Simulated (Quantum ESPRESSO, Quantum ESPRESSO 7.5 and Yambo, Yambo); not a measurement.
# A GW chain in Yambo: SrCl2 (Fm-3m)

Aim: the G0W0 gap of SrCl2 (Fm-3m) on PBE with spin-orbit coupling, step by step.

Method: PBE and many-body steps on it, plane waves, in Quantum ESPRESSO 7.5 and Yambo 5.3.0.

## Step 1: Starting point

The structure is cubic, space group Fm-3m (No. 225). Conventional cell: a = 6.977 Å, b = 6.977 Å, c = 6.977 Å, α = 90.00°, β = 90.00°, γ = 90.00°. Sr has 8 Cl at 3.02 Å nearest. Nearest to Cl lie 4 Sr at 3.02 Å. Farther neighbours and most contacts between anions are not listed.

The cell and positions come from the Crystallography Open Database and are kept as given unless a step says otherwise.

## Step 2: Ground state

This step: Quantum ESPRESSO 7.5; DFT, PBE with spin-orbit coupling, plane waves, norm-conserving pseudopotentials.

The ground-state density comes first.

pw.in reads:

```
&control
  calculation = 'scf'
  prefix = 'x'
  outdir = 'o'
  pseudo_dir = 'pseudo'
/
&system
  ibrav = 0
  nat = 3
  ntyp = 2
  ecutwfc = 56.0
  nbnd = 34
  force_symmorphic = .true.
  noncolin = .true.
  lspinorb = .true.
/
&electrons
  conv_thr = 1e-10
  electron_maxstep = 80
  mixing_beta = 0.5
/
ATOMIC_SPECIES
  Sr 87.62 Sr.upf
  Cl 35.45 Cl.upf
CELL_PARAMETERS angstrom
  -0.0000000000 3.4883500000 3.4883500000
  3.4883500000 -0.0000000000 3.4883500000
  3.4883500000 3.4883500000 -0.0000000000
ATOMIC_POSITIONS crystal
  Sr 0.0000000000 0.0000000000 0.0000000000
  Cl 0.2500000000 0.2500000000 0.2500000000
  Cl 0.7500000000 0.7500000000 0.7500000000
K_POINTS automatic
  6 6 6 0 0 0
```

Launch:

```
> OMP_NUM_THREADS=1 mpirun -n 4 pw.x -nk 4 -in pw.in > pw.out
```

The log of the run:

```text
Program PWSCF v.7.5 starts

     This program is part of the open-source Quantum ESPRESSO suite
     for quantum simulation of materials; please cite
         "P. Giannozzi et al., J. Phys.:Condens. Matter 21 395502 (2009);
         "P. Giannozzi et al., J. Phys.:Condens. Matter 29 465901 (2017);
         "P. Giannozzi et al., J. Chem. Phys. 152 154105 (2020);
     in publications or presentations arising from this work. More details at
     Message from routine setup:
     using ibrav=0 with symmetry is DISCOURAGED, use correct ibrav instead

     G-vector sticks info

     bravais-lattice index     =            0
     lattice parameter (alat)  =       9.3225  a.u.
     unit-cell volume          =     572.9105 (a.u.)^3
     number of atoms/cell      =            3
     number of atomic types    =            2
     number of electrons       =        24.00
     number of Kohn-Sham states=           34
     kinetic-energy cutoff     =      56.0000  Ry
     charge density cutoff     =     224.0000  Ry
     scf convergence threshold =      1.0E-10
     mixing beta               =       0.5000
     number of iterations used =            8  plain     mixing
     Exchange-correlation= PBE
                           (   1   4   3   4   0   0   0)
     Non magnetic calculation with spin-orbit

     celldm(1)=   9.322533  celldm(2)=   0.000000  celldm(3)=   0.000000
     celldm(4)=   0.000000  celldm(5)=   0.000000  celldm(6)=   0.000000

     crystal axes: (cart. coord. in units of alat)
               a(1) = (  -0.000000   0.707107   0.707107 )
               a(2) = (   0.707107  -0.000000   0.707107 )
               a(3) = (   0.707107   0.707107  -0.000000 )

     reciprocal axes: (cart. coord. in units 2 pi/alat)
               b(1) = ( -0.707107  0.707107  0.707107 )
               b(2) = (  0.707107 -0.707107  0.707107 )
               b(3) = (  0.707107  0.707107 -0.707107 )
     Pseudo is Norm-conserving + core correction, Zval = 10.0
     Generated using ONCVPSP code by D. R. Hamann
     Using radial grid of 1834 points, 10 beta functions with:
     Pseudo is Norm-conserving + core correction, Zval =  7.0
     Generated using ONCVPSP code by D. R. Hamann
     Using radial grid of 1028 points, 10 beta functions with:
     Sr               10.00    87.62000     Sr( 1.00)
     Cl                7.00    35.45000     Cl( 1.00)

     48 Sym. Ops., with inversion, found

   Cartesian axes

     site n.     atom                  positions (alat units)
         1        Sr     tau(   1) = (   0.0000000   0.0000000   0.0000000  )
         2        Cl     tau(   2) = (   0.3535534   0.3535534   0.3535534  )
         3        Cl     tau(   3) = (   1.0606602   1.0606602   1.0606602  )

     number of k points=    16
                       cart. coord. in units 2pi/alat
        k(    1) = (   0.0000000   0.0000000   0.0000000), wk =   0.0046296
        k(    2) = (   0.1178511   0.1178511  -0.1178511), wk =   0.0370370
        k(    3) = (   0.2357023   0.2357023  -0.2357023), wk =   0.0370370
        k(    4) = (  -0.3535534  -0.3535534   0.3535534), wk =   0.0185185
        k(    5) = (   0.2357023   0.0000000  -0.0000000), wk =   0.0277778
        k(    6) = (   0.3535534   0.1178511  -0.1178511), wk =   0.1111111
        k(    7) = (  -0.2357023  -0.4714045   0.4714045), wk =   0.1111111
        k(    8) = (  -0.1178511  -0.3535534   0.3535534), wk =   0.1111111
        k(    9) = (   0.0000000  -0.2357023   0.2357023), wk =   0.0555556
        k(   10) = (   0.4714045   0.0000000  -0.0000000), wk =   0.0277778
     [... 4 further rows ...]
        k(   15) = (  -0.1178511  -0.3535534   0.5892557), wk =   0.1111111
        k(   16) = (  -0.7071068   0.2357023   0.0000000), wk =   0.0555556

     Dense  grid:    32455 G-vectors     FFT dimensions: (  45,  45,  45)

     Initial potential from superposition of free atoms

     starting charge      23.9916, renormalised to      24.0000
     Starting wfcs are   26 randomized atomic wfcs +    8 random wfcs

     per-process dynamical memory:    63.7 Mb

     Self-consistent Calculation

     iteration #  1     ecut=    56.00 Ry     beta= 0.50

     Threshold (ethr) on eigenvalues was too large:
     Diagonalizing with lowered threshold

     total energy              =    -134.59443897 Ry
     estimated scf accuracy    <       0.08440862 Ry

     iteration #  2     ecut=    56.00 Ry     beta= 0.50

     total energy              =    -134.61131845 Ry
     estimated scf accuracy    <       0.00504140 Ry

     iteration #  3     ecut=    56.00 Ry     beta= 0.50

     total energy              =    -134.61231813 Ry
     estimated scf accuracy    <       0.00118434 Ry

     iteration #  4     ecut=    56.00 Ry     beta= 0.50

     total energy              =    -134.61243095 Ry
     estimated scf accuracy    <       0.00004523 Ry

     iteration #  5     ecut=    56.00 Ry     beta= 0.50

     total energy              =    -134.61245028 Ry
     estimated scf accuracy    <       0.00002191 Ry

     iteration #  6     ecut=    56.00 Ry     beta= 0.50

     total energy              =    -134.61245256 Ry
     estimated scf accuracy    <       0.00000097 Ry

     iteration #  7     ecut=    56.00 Ry     beta= 0.50

     total energy              =    -134.61245293 Ry
     estimated scf accuracy    <       0.00000027 Ry

     iteration #  8     ecut=    56.00 Ry     beta= 0.50

     total energy              =    -134.61245301 Ry
     estimated scf accuracy    <          8.5E-09 Ry

     iteration #  9     ecut=    56.00 Ry     beta= 0.50

     total energy              =    -134.61245301 Ry
     estimated scf accuracy    <          2.6E-10 Ry

     iteration # 10     ecut=    56.00 Ry     beta= 0.50

     End of self-consistent calculation

          k = 0.0000 0.0000 0.0000 (  4015 PWs)   bands (ev):

   -29.6719 -29.6719 -12.4473 -12.4473 -11.3028 -11.3028 -11.3028 -11.3028
   -10.1523 -10.1523  -9.3048  -9.3048   0.9674   0.9674   1.0607   1.0607
     1.0607   1.0607   2.7165   2.7165   2.8605   2.8605   2.8605   2.8605
     8.4903   8.4903   9.2536   9.2536   9.2536   9.2536  12.0197  12.0200
    12.1700  12.1701

          k = 0.1179 0.1179-0.1179 (  4023 PWs)   bands (ev):

   -29.6711 -29.6711 -12.4692 -12.4692 -11.3836 -11.3836 -11.3067 -11.3067
    -9.9913  -9.9913  -9.3606  -9.3606   1.0848   1.0848   1.1630   1.1630
     1.2277   1.2277   2.4760   2.4760   2.6441   2.6441   2.7117   2.7117
     9.0808   9.0808   9.4578   9.4578   9.4652   9.4652  11.1503  11.1503
    11.8712  11.8751

          k = 0.2357 0.2357-0.2357 (  4056 PWs)   bands (ev):

   -29.6695 -29.6695 -12.5126 -12.5126 -11.4950 -11.4950 -11.3144 -11.3144
    -9.7780  -9.7780  -9.4045  -9.4045   1.3446   1.3446   1.4200   1.4200
     1.5717   1.5717   1.9783   1.9783   2.2958   2.2958   2.3828   2.3828
     9.7723   9.7723   9.7942   9.7942   9.9874   9.9874  11.1537  11.1537
    11.7279  11.7441

          k =-0.3536-0.3536 0.3536 (  4044 PWs)   bands (ev):

     [... further k-points ...]

     highest occupied, lowest unoccupied level (ev):     3.1480    8.4903

!    total energy              =    -134.61245301 Ry
     estimated scf accuracy    <          4.1E-11 Ry

     The total energy is the sum of the following terms:
     one-electron contribution =     -29.12543321 Ry
     hartree contribution      =      23.36050464 Ry
     xc contribution           =     -34.85983678 Ry
     ewald contribution        =     -93.98768765 Ry

     convergence has been achieved in  10 iterations

     XML data file, charge density, pseudopotentials, collected wavefunctions

=------------------------------------------------------------------------------=
   JOB DONE.
=------------------------------------------------------------------------------=
```

Elapsed: 25 s, on 4 MPI ranks of Arm Neoverse V2, shared host; peak memory 0.51 GiB.

Numbers from this step:

```yaml
total_energy: -1831.4957 eV
gap: 5.342 eV
k_of_the_valence_top: 0, -0.5, -0.5
k_of_the_conduction_bottom: 0, 0, 0
least_direct_gap: 5.510 eV
```

The gap is indirect, with the least direct gap 0.17 eV higher.

## Step 3: Bands along the symmetry lines

Levels along a band path, at the cheap level, show where the edges lie and whether the meshes to come will hold them.

pw.in reads:

```
&control
  calculation = 'bands'
  prefix = 'x'
  outdir = 'o'
  pseudo_dir = 'pseudo'
/
&system
  ibrav = 0
  nat = 3
  ntyp = 2
  ecutwfc = 56.0
  nbnd = 36
  force_symmorphic = .true.
  noncolin = .true.
  lspinorb = .true.
/
&electrons
  conv_thr = 1e-9
  electron_maxstep = 80
  diago_full_acc = .true.
  diago_thr_init = 5e-6
/
ATOMIC_SPECIES
  Sr 87.62 Sr.upf
  Cl 35.45 Cl.upf
CELL_PARAMETERS angstrom
  -0.0000000000 3.4883500000 3.4883500000
  3.4883500000 -0.0000000000 3.4883500000
  3.4883500000 3.4883500000 -0.0000000000
ATOMIC_POSITIONS crystal
  Sr 0.0000000000 0.0000000000 0.0000000000
  Cl 0.2500000000 0.2500000000 0.2500000000
  Cl 0.7500000000 0.7500000000 0.7500000000
K_POINTS crystal
  50
  0.00000000 0.00000000 0.00000000 1
  0.06250000 0.00000000 0.06250000 1
  0.12500000 0.00000000 0.12500000 1
  0.18750000 0.00000000 0.18750000 1
  0.25000000 0.00000000 0.25000000 1
  0.31250000 0.00000000 0.31250000 1
  0.37500000 0.00000000 0.37500000 1
  0.43750000 0.00000000 0.43750000 1
  0.50000000 0.00000000 0.50000000 1
  0.51562500 0.03125000 0.51562500 1
  0.53125000 0.06250000 0.53125000 1
  0.54687500 0.09375000 0.54687500 1
  0.56250000 0.12500000 0.56250000 1
  0.57812500 0.15625000 0.57812500 1
  0.59375000 0.18750000 0.59375000 1
  0.60937500 0.21875000 0.60937500 1
  0.62500000 0.25000000 0.62500000 1
  0.37500000 0.37500000 0.75000000 1
  0.32812500 0.32812500 0.65625000 1
  0.28125000 0.28125000 0.56250000 1
  0.23437500 0.23437500 0.46875000 1
  0.18750000 0.18750000 0.37500000 1
  0.14062500 0.14062500 0.28125000 1
  0.09375000 0.09375000 0.18750000 1
  0.04687500 0.04687500 0.09375000 1
  0.00000000 0.00000000 0.00000000 1
  0.06250000 0.06250000 0.06250000 1
  0.12500000 0.12500000 0.12500000 1
  0.18750000 0.18750000 0.18750000 1
  0.25000000 0.25000000 0.25000000 1
  0.31250000 0.31250000 0.31250000 1
  0.37500000 0.37500000 0.37500000 1
  0.43750000 0.43750000 0.43750000 1
  0.50000000 0.50000000 0.50000000 1
  0.50000000 0.46875000 0.53125000 1
  0.50000000 0.43750000 0.56250000 1
  0.50000000 0.40625000 0.59375000 1
  0.50000000 0.37500000 0.62500000 1
  0.50000000 0.34375000 0.65625000 1
  0.50000000 0.31250000 0.68750000 1
  0.50000000 0.28125000 0.71875000 1
  0.50000000 0.25000000 0.75000000 1
  0.50000000 0.21875000 0.71875000 1
  0.50000000 0.18750000 0.68750000 1
  0.50000000 0.15625000 0.65625000 1
  0.50000000 0.12500000 0.62500000 1
  0.50000000 0.09375000 0.59375000 1
  0.50000000 0.06250000 0.56250000 1
  0.50000000 0.03125000 0.53125000 1
  0.50000000 0.00000000 0.50000000 1
```

The log of the run:

```text
[banner, memory and clock lines left out]
Program PWSCF v.7.5 starts

     Atomic positions and unit cell read from directory:
     o/x.save/

     Message from routine setup:
     using ibrav=0 with symmetry is DISCOURAGED, use correct ibrav instead

     G-vector sticks info

     bravais-lattice index     =            0
     lattice parameter (alat)  =       9.3225  a.u.
     unit-cell volume          =     572.9105 (a.u.)^3
     number of atoms/cell      =            3
     number of atomic types    =            2
     number of electrons       =        24.00
     number of Kohn-Sham states=           36
     kinetic-energy cutoff     =      56.0000  Ry
     charge density cutoff     =     224.0000  Ry
     Exchange-correlation= PBE
                           (   1   4   3   4   0   0   0)
     Non magnetic calculation with spin-orbit

     celldm(1)=   9.322533  celldm(2)=   0.000000  celldm(3)=   0.000000
     celldm(4)=   0.000000  celldm(5)=   0.000000  celldm(6)=   0.000000

     crystal axes: (cart. coord. in units of alat)
               a(1) = (  -0.000000   0.707107   0.707107 )
               a(2) = (   0.707107  -0.000000   0.707107 )
               a(3) = (   0.707107   0.707107  -0.000000 )

     reciprocal axes: (cart. coord. in units 2 pi/alat)
               b(1) = ( -0.707107  0.707107  0.707107 )
               b(2) = (  0.707107 -0.707107  0.707107 )
               b(3) = (  0.707107  0.707107 -0.707107 )
     Pseudo is Norm-conserving + core correction, Zval = 10.0
     Generated using ONCVPSP code by D. R. Hamann
     Using radial grid of 1834 points, 10 beta functions with:
     Pseudo is Norm-conserving + core correction, Zval =  7.0
     Generated using ONCVPSP code by D. R. Hamann
     Using radial grid of 1028 points, 10 beta functions with:
     Sr               10.00    87.62000     Sr( 1.00)
     Cl                7.00    35.45000     Cl( 1.00)

     48 Sym. Ops., with inversion, found

   Cartesian axes

     site n.     atom                  positions (alat units)
         1        Sr     tau(   1) = (   0.0000000   0.0000000   0.0000000  )
         2        Cl     tau(   2) = (   0.3535534   0.3535534   0.3535534  )
         3        Cl     tau(   3) = (   1.0606602   1.0606602   1.0606602  )

     number of k points=    50
                       cart. coord. in units 2pi/alat
        k(    1) = (   0.0000000   0.0000000   0.0000000), wk =   0.0200000
        k(    2) = (   0.0000000   0.0883883   0.0000000), wk =   0.0200000
        k(    3) = (   0.0000000   0.1767767   0.0000000), wk =   0.0200000
[...]
[... 38 further rows ...]
        k(   49) = (   0.0441942   0.7071068   0.0000000), wk =   0.0200000
        k(   50) = (   0.0000000   0.7071068   0.0000000), wk =   0.0200000

     Dense  grid:    32455 G-vectors     FFT dimensions: (  45,  45,  45)

     The potential is recalculated from file :
     o/x.save/charge-density

     Starting wfcs are   26 randomized atomic wfcs +   10 random wfcs

     Band Structure Calculation

     End of band structure calculation

          k = 0.0000 0.0000 0.0000 (  4015 PWs)   bands (ev):

   -29.6719 -29.6719 -12.4473 -12.4473 -11.3028 -11.3028 -11.3028 -11.3028
   -10.1524 -10.1524  -9.3048  -9.3048   0.9674   0.9674   1.0607   1.0607
     1.0607   1.0607   2.7164   2.7164   2.8605   2.8605   2.8605   2.8605
[...]
12.1700  12.1701  12.1701  12.1702

          k = 0.0000 0.0884 0.0000 (  4031 PWs)   bands (ev):

[...]
11.9221  11.9222  12.0470  12.0472

          k = 0.0000 0.1768 0.0000 (  4023 PWs)   bands (ev):

[...]
11.6301  11.6301  11.8963  11.8964

          k =-0.0000 0.2652 0.0000 (  4032 PWs)   bands (ev):

[...]
k = 0.0000 0.4419-0.0000 (  4056 PWs)   bands (ev):

[...]
k =-0.0000 0.5303 0.0000 (  4064 PWs)   bands (ev):

[...]
k = 0.0000 0.6187-0.0000 (  4060 PWs)   bands (ev):

[...]
k = 0.4640 0.4640-0.0000 (  4049 PWs)   bands (ev):

[...]
k = 0.3315 0.3315-0.0000 (  4049 PWs)   bands (ev):

[...]
k = 0.3094 0.7071-0.0000 (  4072 PWs)   bands (ev):

[...]
k = 0.2210 0.7071-0.0000 (  4066 PWs)   bands (ev):

[...]
k = 0.1768 0.7071-0.0000 (  4054 PWs)   bands (ev):

[...]
k = 0.0442 0.7071 0.0000 (  4066 PWs)   bands (ev):

[...]
11.1751  11.1751  11.8783  11.8783

          k = 0.0000 0.7071 0.0000 (  4088 PWs)   bands (ev):

[...]
1.2912   1.2912   2.7093   2.7093   2.7919   2.7919   3.1479   3.1479
     8.6579   8.6579  10.1991  10.1991  10.7827  10.7827  11.1468  11.1468
    11.1851  11.1851  11.7890  11.7890

     XML data file, pseudopotentials, collected wavefunctions
```

Run time: 29 s. Hardware: 4 MPI ranks; peak memory 0.36 GiB.

Numbers from this step:

```
gap                        : 5.342 eV
k of the valence top       : 0.5, 0, 0.5
k of the conduction bottom : 0, 0, 0
least direct gap           : 5.510 eV
```

The gap is 5.342 eV, as in the run before at this level.

Electronic bands along the path, in eV, zero at the top of the highest filled band:

```csv
point,band 21,band 22,band 23,band 24,band 25,band 26,band 27,band 28
Γ,-0.29,-0.29,-0.29,-0.29,5.34,5.34,6.11,6.11
halfway,-0.37,-0.37,-0.28,-0.28,6.06,6.06,6.67,6.67
X,-0.36,-0.36,0.00,0.00,5.51,5.51,7.05,7.05
halfway,-0.41,-0.41,-0.03,-0.03,5.65,5.65,7.07,7.07
U,-0.52,-0.52,-0.11,-0.11,5.96,5.96,7.14,7.14
jump to K,-0.52,-0.52,-0.11,-0.11,5.96,5.96,7.14,7.14
halfway,-0.96,-0.96,-0.29,-0.29,6.38,6.38,6.65,6.65
Γ,-0.29,-0.29,-0.29,-0.29,5.34,5.34,6.11,6.11
halfway,-0.67,-0.67,-0.59,-0.59,6.45,6.45,6.49,6.49
L,-1.09,-1.09,-0.99,-0.99,6.72,6.72,6.74,6.74
halfway,-0.55,-0.55,-0.53,-0.53,6.33,6.33,6.93,6.93
W,-0.31,-0.31,-0.10,-0.10,6.23,6.23,7.02,7.02
halfway,-0.36,-0.36,-0.04,-0.04,5.79,5.79,7.08,7.08
X,-0.36,-0.36,0.00,0.00,5.51,5.51,7.05,7.05
```

(Continued in part 2 of 3.)

[Paths, hosts, dates, memory and timing lines, banners, echoed tables and standing remarks are left out of the program output.]

[Logs are printed without paths, hosts, clocks, repeated set-up lines and the standing remarks that a program may print on its own settings, such as how far it seeks lower states.]

[Runs of the session that timed out or met a known fault of the program may be left out.]

[Hosts, paths, dates, database ids (printed as entryN), source tags and the programs' standing remarks are cut or masked in the printed files.]
